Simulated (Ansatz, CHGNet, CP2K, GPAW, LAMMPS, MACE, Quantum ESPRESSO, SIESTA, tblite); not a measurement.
# Which run comes nearest? Amorphous SiO1.9 (78 atoms)

Density of this cell: 2.26 g/cm³. The cell holds 78 atoms: 27 Si and 51 O. Cell: a = 10.502 Å, b = 10.502 Å, c = 10.502 Å, α = 90.0°, β = 90.0°, γ = 90.0°. 78 atoms (27 Si, 51 O) placed at random at 2.26 g/cm³, melted at 5000 K for 10 ps at fixed volume with the Tersoff Si-O potential (Munetoh et al., Comput. Mater. Sci. 39, 334 (2007)). Quenched from 5000 K to 500 K at 20 K/ps and fixed volume, annealed at 2000 K for 50 ps, held 5 ps.

Geometry: as built.

The reference, a calculation:

```
method                 : Kohn-Sham DFT, PBE, PAW, plane waves (Ansatz 0.2.0); cutoff 420 eV, Γ point, fermi-dirac smearing of 0.05 eV; PAW set soft_2
r.m.s. force component : 1.36 eV/Å
longest force          : 4.969 eV/Å
pressure               : -1.152 GPa
SCF cycles             : 20
time                   : 21 s on 4 threads of Arm Neoverse V1, shared host
CPU time               : 82 s
```

Runs, in no order:
A. SIESTA revPBE, PBE potentials, DZP, shift 0.01 Ry, mesh 500 Ry: Kohn-Sham DFT, revPBE, PseudoDojo 0.4.1 norm-conserving pseudopotentials (converted to PSML), numerical atomic orbitals (DZP), diagonalisation
B. CP2K PBE, DZVP-MOLOPT-SR, 600/50 Ry, diagonalisation: Kohn-Sham DFT, PBE, GTH-PBE pseudopotentials, Gaussian and plane waves, DZVP-MOLOPT-SR-GTH, diagonalisation
C. QE PBE, sssp-1.3.0-efficiency, 60/480 Ry: Kohn-Sham DFT, PBE, SSSP efficiency 1.3.0 pseudopotentials, plane waves
D. CHGNet 0.3.0 potential: machine-learned interatomic potential CHGNet 0.3.0, trained on PBE(+U) plane-wave data
E. GPAW PBE, LCAO szp(dzp), h 0.18 Å: Kohn-Sham DFT, PBE, PAW, atomic orbitals (szp(dzp))

**Question.** Rank the runs by how far their forces lie from the reference's, least first.

C, B, A, E, D.

```csv
run,"Δ force, r.m.s. (meV/Å)",share of r.m.s. force (%),CPU time
"C. QE PBE, sssp-1.3.0-efficiency, 60/480 Ry",20.9,1.54,12 min
"B. CP2K PBE, DZVP-MOLOPT-SR, 600/50 Ry, diagonalisation",126,9.27,4.5 min
"A. SIESTA revPBE, PBE potentials, DZP, shift 0.01 Ry, mesh 500 Ry",181,13.3,5.3 min
"E. GPAW PBE, LCAO szp(dzp), h 0.18 Å",298,21.9,2.4 min
D. CHGNet 0.3.0 potential,427,31.4,4.1 s
```

Machine-learned potentials mimic data converged in k, so the reference's own k-point error enters their differences. The network of bonds at the start is that of the classical potential that made the cell, and needn't be the one that DFT or experiment would give. The electronic-structure runs sample only Γ, in a cell whose shortest periodic width is 11 Å, which is coarse for a cell with partly filled levels.

[Logs are printed without paths, hosts, clocks, repeated set-up lines and the standing remarks that a program may print on its own settings, such as how far it seeks lower states.]

[Hosts, paths, dates, database ids (printed as entryN), source tags and the programs' standing remarks are cut or masked in the printed files.]
